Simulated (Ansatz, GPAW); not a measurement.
# STM contrast on Si/Ca(100)

Wanted: filled- and empty-state images of Si/Ca(100), with its work function.

Main program and level: GPAW 26.7.0 and Ansatz 0.2.0; GPAW, PAW setups; slab in vacuum, in the first sound run; inputs show where later runs differ.

Most raw output is cut from this account.

**1. The structure**

The cell holds 5 atoms: 4 Ca and 1 Si. Its edges and angles: a = 3.946 Å, b = 3.946 Å, c = 27.383 Å, α = 90.0°, β = 90.0°, γ = 90.0°. Vacuum lies along c.

**2. Relaxation**

The atoms are relaxed first, since the surface dipole, and with it the work function, follows the positions of the outer layers. The lowest 2 atoms are held at bulk positions and keep their forces.

The input, run.py:

```python
import json
import numpy as np
from ase import Atoms
from ase.constraints import FixAtoms
from ase.optimize import BFGS
from gpaw import GPAW, PW

slab = Atoms(
    ['Ca', 'Ca', 'Ca', 'Ca', 'Si'],
    positions=[
        [1.97283, 1.97283, 8.00000],
        [0.00000, 0.00000, 10.79000],
        [1.97283, 1.97283, 13.58000],
        [0.00000, 0.00000, 16.37000],
        [0.00000, 0.00000, 19.38350]],
    cell=[[3.94566, 0.0, 0.0], [0.0, 3.94566, 0.0], [0.0, 0.0, 27.3835]],
    pbc=[True, True, False])

slab.calc = GPAW(mode=PW(400), xc='PBE', kpts={'size': (8, 8, 1), 'gamma': True},
                 occupations={'name': 'fermi-dirac', 'width': 0.1}, nbands='140%',
                 convergence={'density': 0.0001}, maxiter=200,
                 poissonsolver={'dipolelayer': 'xy'},
                 symmetry={'tolerance': 1e-3, 'extra_ids': [1, 1, 0, 0, 0]}, txt='slab.txt')
result = {}
slab.set_constraint(FixAtoms([0, 1]))
path = []
opt = BFGS(slab, maxstep=0.2)
opt.attach(lambda: path.append((slab.get_potential_energy(), slab.positions.tolist(), slab.get_forces().tolist())))
result['relaxed'] = bool(opt.run(fmax=0.05, steps=30))
result['path'] = path
energy = slab.get_potential_energy()
fermi = slab.calc.get_fermi_level()
v = slab.calc.get_electrostatic_potential().mean((0, 1)) - fermi
n = slab.calc.get_pseudo_density().mean((0, 1))
L = slab.cell[2, 2]
z = np.arange(len(v)) * L / len(v)
low, high = slab.positions[:, 2].min(), slab.positions[:, 2].max()
below, above = np.interp([low - 5.8, high + 5.8], z, v)
slopes = [np.interp(x, z, np.gradient(v, z)) for x in (low - 5.8, high + 5.8)]
eps = np.array([[slab.calc.get_eigenvalues(k, s) for k in range(len(slab.calc.get_ibz_k_points()))]
                for s in range(slab.calc.get_number_of_spins())]) - fermi
top, bottom = eps[eps < 0].max(), eps[eps > 0].min()
dipole = slab.get_dipole_moment()[2]
print(f'energy {energy:.4f} eV, Fermi level {fermi:.4f} eV, dipole {dipole:.5f} e A')
print(f'potential 5.8 A off the faces, from the Fermi level: lower {below:.4f} eV, upper {above:.4f} eV')
print(f'slope of the potential there: lower {slopes[0]:.5f}, upper {slopes[1]:.5f} eV/A')
print(f'nearest levels on the mesh: {top:.4f} and {bottom:.4f} eV')
print('magnetic moment', round(slab.get_magnetic_moment(), 3))
result.update(energy=energy, fermi=fermi, dipole=dipole, below=below, above=above, slopes=slopes, edges=[top, bottom],
              z=z.tolist(), v=v.tolist(), n=n.tolist(), positions=slab.positions.tolist(),
              forces=slab.get_forces(apply_constraint=False).tolist(), moments=slab.get_magnetic_moments().tolist())
json.dump(result, open('result.json', 'w'))
```

Launch:

```console
$ OMP_NUM_THREADS=1 OPENBLAS_NUM_THREADS=1 python run.py
```

Wall time 2.5 min (1 thread of Intel Xeon Platinum 8488C (Sapphire Rapids), shared host); peak memory 0.3 GiB.

Step by step:

| step | energy less that of the first step (eV) | largest force (eV/Å) |
| --- | --- | --- |
| 1 | 0.0000 | 0.2955 |
| 2 | -0.0023 | 0.2733 |
| 3 | -0.0174 | 0.0356 |

The atoms that moved most (Å):

| atom | dx | dy | dz | length |
| --- | --- | --- | --- | --- |
| Ca4 | 0.000 | 0.000 | 0.062 | 0.062 |
| Si5 | 0.000 | 0.000 | -0.054 | 0.054 |
| Ca3 | 0.000 | 0.000 | -0.017 | 0.017 |

Final coordinates:

```xyz
5
Lattice="3.9457 0.0000 0.0000 0.0000 3.9457 0.0000 0.0000 0.0000 27.3835" Properties=species:S:1:pos:R:3
Ca    1.9728    1.9728    8.0000
Ca    0.0000    0.0000   10.7900
Ca    1.9728    1.9728   13.5633
Ca    0.0000    0.0000   16.4324
Si    0.0000    0.0000   19.3297
```

This step gave:

| Item | Value |
| --- | --- |
| dipole along the normal | -0.1956 e·Å |
| levels nearest the Fermi level on the mesh | -0.001483, 0.003699 eV from the Fermi level |
| upper work function | 5.053 eV |
| lower work function | 2.783 eV |

The electrostatic potential energy of an electron (without an applied field's), less the Fermi level, planar mean oscillates, so the rows of the table below give means over windows of 2.94 Å about each position, cut where the curve ends. Its maxima inside the range that stand out by 2 % of the span (Å: eV): 9.4: 0.794, 12.2: 0.692, 15.0: 0.970, 18.1: 3.09, 25.6: 5.05. Its minima: 8.0: -9.93, 10.8: -9.60, 13.6: -9.68, 16.5: -9.89, 19.4: -6.04.

Electrostatic potential energy of an electron (without an applied field's), less the Fermi level, planar mean against z; means over each step:

z (Å), electrostatic potential energy of an electron (without an applied field's), less the Fermi level, planar mean (eV) and a bar from the least value:
```
     1.47       2.85 ######################
     4.41       2.69 #####################
     7.35      -2.80 #
    10.29      -3.01 
    13.23      -3.03 
    16.17      -2.88 #
    19.11      -0.06 ###########
    22.05       4.90 #############################
    24.99       5.05 ##############################
```

The pseudo valence density, planar mean oscillates, so the rows of the table below give means over windows of 2.78 Å about each position, cut where the curve ends. Its maxima inside the range that stand out by 2 % of the span (Å: e/Å³): 7.9: 0.594, 10.7: 0.590, 13.5: 0.592, 16.5: 0.599, 18.8: 0.123, 19.7: 0.118. Its minima: 9.4: 0.0554, 12.2: 0.0547, 15.0: 0.0533, 17.8: 0.0529, 19.3: 0.103.

Pseudo valence density, planar mean against z; means over each step:

| z (Å) | pseudo valence density, planar mean (e/Å³) |
| --- | --- |
| 1.39 | 5.2e-6 |
| 4.17 | 0.00102 |
| 6.95 | 0.177 |
| 9.73 | 0.230 |
| 12.51 | 0.232 |
| 15.29 | 0.216 |
| 18.07 | 0.119 |
| 20.85 | 0.0411 |
| 23.63 | 9.1e-5 |
| 26.41 | 0 |

The relaxation lowered the energy of the cell by 0.0174 eV (energies extrapolated to zero smearing; the optimiser's log prints free energies). The largest force left on a free atom is 0.036 eV/Å.

**3. The slab's potential**

The work function is the vacuum plateau of the electrostatic potential less the Fermi level; a dipole layer lets the two faces have plateaus of their own.

run.py: that of step 2 with these lines changed.

```diff
@@ -3,4 +3,3 @@
 from ase import Atoms
-from ase.constraints import FixAtoms
-from ase.optimize import BFGS
+from ase.dft.stm import STM
 from gpaw import GPAW, PW
@@ -12,5 +11,5 @@
         [0.00000, 0.00000, 10.79000],
-        [1.97283, 1.97283, 13.58000],
-        [0.00000, 0.00000, 16.37000],
-        [0.00000, 0.00000, 19.38350]],
+        [1.97283, 1.97283, 13.56326],
+        [-0.00000, 0.00000, 16.43245],
+        [0.00000, 0.00000, 19.32972]],
     cell=[[3.94566, 0.0, 0.0], [0.0, 3.94566, 0.0], [0.0, 0.0, 27.3835]],
@@ -20,12 +19,6 @@
                  occupations={'name': 'fermi-dirac', 'width': 0.1}, nbands='140%',
-                 convergence={'density': 0.0001}, maxiter=200,
+                 convergence={'density': 1e-05}, maxiter=200,
                  poissonsolver={'dipolelayer': 'xy'},
-                 symmetry={'tolerance': 1e-3, 'extra_ids': [1, 1, 0, 0, 0]}, txt='slab.txt')
+                 symmetry={'tolerance': 1e-3}, txt='slab.txt')
 result = {}
-slab.set_constraint(FixAtoms([0, 1]))
-path = []
-opt = BFGS(slab, maxstep=0.2)
-opt.attach(lambda: path.append((slab.get_potential_energy(), slab.positions.tolist(), slab.get_forces().tolist())))
-result['relaxed'] = bool(opt.run(fmax=0.05, steps=30))
-result['path'] = path
 energy = slab.get_potential_energy()
@@ -51,2 +44,16 @@
               forces=slab.get_forces(apply_constraint=False).tolist(), moments=slab.get_magnetic_moments().tolist())
+
+# Images need the states of the whole zone, up to time reversal
+slab.calc = slab.calc.fixed_density(symmetry={'point_group': False}, txt='states.txt',
+                                    convergence={'bands': 'CBM+0.8'})
+stm = STM(slab)
+result['stm'] = []
+for bias in [-0.5, 0.5]:
+    height = high + 4.0
+    current = stm.get_averaged_current(bias, height)
+    x, y, h = stm.scan(bias, current)
+    i, f = divmod(height / L * stm.ldos.shape[2], 1)
+    I = abs((1 - f) * stm.ldos[:, :, int(i)] + f * stm.ldos[:, :, int(i) + 1])
+    print(f'bias {bias} V: mean current at 4.0 A {current:.4e}, corrugation {np.ptp(h):.4f} A')
+    result['stm'].append(dict(bias=bias, current=current, h=(h - high).tolist(), I=I.tolist()))
 json.dump(result, open('result.json', 'w'))
```

The job ended after 5.7 min (1 thread; peak memory 0.53 GiB).

Numbers from this step:

| Quantity | Value |
| --- | --- |
| dipole along the normal | -0.1953 e·Å |
| levels nearest the Fermi level on the mesh | -0.001505, 0.003702 eV from the Fermi level |
| upper work function | 5.052 eV |
| lower work function | 2.782 eV |
| corrugation -0.5 | 0.3721 Å |
| corrugation 0.5 | 0.8822 Å |

The electrostatic potential energy of an electron (without an applied field's), less the Fermi level, planar mean oscillates, so the rows of the table below give means over windows of 2.94 Å about each position, cut where the curve ends. Its maxima inside the range that stand out by 2 % of the span (Å: eV): 9.4: 0.794, 12.2: 0.693, 15.0: 0.970, 18.1: 3.09, 26.8: 5.05. Its minima: 8.0: -9.93, 10.8: -9.60, 13.6: -9.68, 16.5: -9.89, 19.4: -6.05.

Electrostatic potential energy of an electron (without an applied field's), less the Fermi level, planar mean against z; means over each step:

| z (Å) | electrostatic potential energy of an electron (without an applied field's), less the Fermi level, planar mean (eV) |
| --- | --- |
| 1.47 | 2.85 |
| 4.41 | 2.69 |
| 7.35 | -2.80 |
| 10.29 | -3.01 |
| 13.23 | -3.03 |
| 16.17 | -2.88 |
| 19.11 | -0.0620 |
| 22.05 | 4.90 |
| 24.99 | 5.05 |

The pseudo valence density, planar mean oscillates, so the rows of the table below give means over windows of 2.78 Å about each position, cut where the curve ends. Its maxima inside the range that stand out by 2 % of the span (Å: e/Å³): 7.9: 0.594, 10.7: 0.590, 13.5: 0.592, 16.5: 0.599, 18.8: 0.123, 19.7: 0.118. Its minima: 9.4: 0.0554, 12.2: 0.0547, 15.0: 0.0533, 17.8: 0.0529, 19.3: 0.103.

Pseudo valence density, planar mean against z; means over each step:

| z (Å) | pseudo valence density, planar mean (e/Å³) |
| --- | --- |
| 1.39 | 5.2e-6 |
| 4.17 | 0.00102 |
| 6.95 | 0.177 |
| 9.73 | 0.230 |
| 12.51 | 0.232 |
| 15.29 | 0.216 |
| 18.07 | 0.119 |
| 20.85 | 0.0411 |
| 23.63 | 9.1e-5 |
| 26.41 | 0 |

Tip height over the top atom over a1 and a2. Sample bias -0.5 V, constant current at the mean current 4.0 Å over the top atom.

Values in Å, 12 rows by 16 columns, each cell a mean:
```
4.15 4.15 4.13 4.11 4.07 4.04 4.00 3.98 3.97 3.98 4.01 4.04 4.09 4.11 4.14 4.15
4.13 4.13 4.11 4.09 4.05 4.01 3.98 3.96 3.95 3.96 3.98 4.02 4.06 4.09 4.11 4.13
4.10 4.09 4.07 4.05 4.01 3.97 3.95 3.92 3.92 3.93 3.95 3.98 4.02 4.05 4.08 4.09
4.04 4.04 4.02 3.99 3.96 3.93 3.90 3.87 3.86 3.88 3.90 3.93 3.97 4.00 4.02 4.04
4.00 3.99 3.98 3.96 3.92 3.89 3.85 3.83 3.82 3.83 3.86 3.89 3.93 3.96 3.98 3.99
3.98 3.97 3.96 3.94 3.90 3.87 3.83 3.80 3.79 3.81 3.84 3.87 3.91 3.94 3.96 3.97
3.99 3.98 3.97 3.95 3.91 3.88 3.84 3.82 3.81 3.82 3.85 3.88 3.92 3.95 3.97 3.98
4.03 4.02 4.00 3.98 3.94 3.91 3.88 3.86 3.85 3.86 3.88 3.92 3.95 3.98 4.00 4.02
4.07 4.07 4.05 4.02 3.98 3.95 3.92 3.90 3.89 3.91 3.93 3.96 3.99 4.03 4.05 4.07
4.12 4.11 4.10 4.07 4.03 4.00 3.97 3.95 3.94 3.95 3.97 4.00 4.05 4.08 4.10 4.12
4.15 4.14 4.13 4.10 4.07 4.03 3.99 3.97 3.96 3.97 4.00 4.03 4.08 4.11 4.13 4.14
4.16 4.15 4.14 4.12 4.08 4.04 4.01 3.98 3.98 3.99 4.01 4.05 4.09 4.12 4.14 4.16
```
Columns: a1 from 0 to 0.95; rows upwards: a2 from 0 to 0.95.

Local density of states summed over the bias window over a1 and a2. Sample bias -0.5 V, constant height 4.0 Å over the top atom.

Ten even steps from '0' (1.06 × 1e-5 arbitrary) to '9' (2.46 × 1e-5 arbitrary):
```
99987654433344567899
99887654333334567889
88876544322234456788
77765543222223455677
66655432211122345566
55544322111112234455
44443221100011223444
44332211000001122334
33322110000000112233
33322110000000112233
33322110000000112233
44332211000001122334
44443221100011223444
55544322111112234455
66655432211122345566
77765543222223455677
88876544322234456788
99887654333334567889
99987654433344567899
99987654433344567899
```
Columns: a1 from 0 to 0.95; rows upwards: a2 from 0 to 0.95.

Tip height over the top atom over a1 and a2. Sample bias 0.5 V, constant current at the mean current 4.0 Å over the top atom.

Ten even steps from '_' (3.41 Å) to '@' (4.29 Å):
```
@@@@@@@@%%%%##****++++++****##%%%%@@@@@@
@@@@@@@@%%%%##****++++++****##%%%%@@@@@@
@@@@@@%%%%####**++++++++++**####%%%%@@@@
%%%%%%%%####**++++======++++**####%%%%%%
%%%%%%####****++==------==++****####%%%%
########****++==----::----==++****######
##******++++==--::::..::::--==++++******
******++++==--::..........::--==++++****
++++++++==----::..______..::----==++++++
++++++++==--::....______....::--==++++++
++++++++==----::..______..::----==++++++
******++++==--::..........::--==++++****
##******++++==--::::..::::--==++++******
########****++==----::----==++****######
%%%%%%####****++==------==++****####%%%%
%%%%%%%%####**++++======++++**####%%%%%%
@@@@@@%%%%####**++++++++++**####%%%%@@@@
@@@@@@@@%%%%##****++++++****##%%%%@@@@@@
@@@@@@@@%%%%##****++++++****##%%%%@@@@@@
@@@@@@@@%%%%####**++++++**####%%%%@@@@@@
```
Columns: a1 from 0 to 0.95; rows upwards: a2 from 0 to 0.95.

Local density of states summed over the bias window over a1 and a2. Sample bias 0.5 V, constant height 4.0 Å over the top atom.

Ten even steps from '_' (0.24 × 1e-5 arbitrary) to '@' (1.83 × 1e-5 arbitrary):
```
@@@@@@%%##**++==--::::::--==++**##%%@@@@
@@@@%%##**++==----::::::----==++**##%%@@
%%%%####**++==--::::::::::--==++**####%%
####****++==--::::......::::--==++****##
****++++==--::::..........::::--==++++**
++++====--::::......__......::::--====++
====----::::....__________....::::----==
------::::....______________....::::----
::::::::......______________......::::::
::::::::....__________________....::::::
::::::::......______________......::::::
------::::....______________....::::----
====----::::....__________....::::----==
++++====--::::......__......::::--====++
****++++==--::::..........::::--==++++**
####****++==--::::......::::--==++****##
%%%%####**++==--::::::::::--==++**####%%
@@@@%%##**++==----::::::----==++**##%%@@
@@@@@@%%##**++==--::::::--==++**##%%@@@@
@@@@@@%%##**++==--::::::--==++**##%%@@@@
```
Columns: a1 from 0 to 0.95; rows upwards: a2 from 0 to 0.95.

Force by atom:

| atom | x (eV/Å) | y (eV/Å) | z (eV/Å) | size |
| --- | --- | --- | --- | --- |
| Ca1 | 0.000 | 0.000 | 0.122 | 0.122 |
| Ca2 | 0.000 | 0.000 | -0.103 | 0.103 |
| Ca3 | 0.000 | 0.000 | 0.003 | 0.003 |
| Ca4 | 0.000 | 0.000 | -0.036 | 0.036 |
| Si5 | 0.000 | 0.000 | 0.014 | 0.014 |

The potential is flat to 8.2e-4 eV/Å where it is read, so the vacuum is wide enough.

(Continued in part 2 of 2.)

[Logs are printed without paths, hosts, clocks, repeated set-up lines and the standing remarks that a program may print on its own settings, such as how far it seeks lower states.]

[Hosts, paths, dates, database ids (printed as entryN), source tags and the programs' standing remarks are cut or masked in the printed files.]
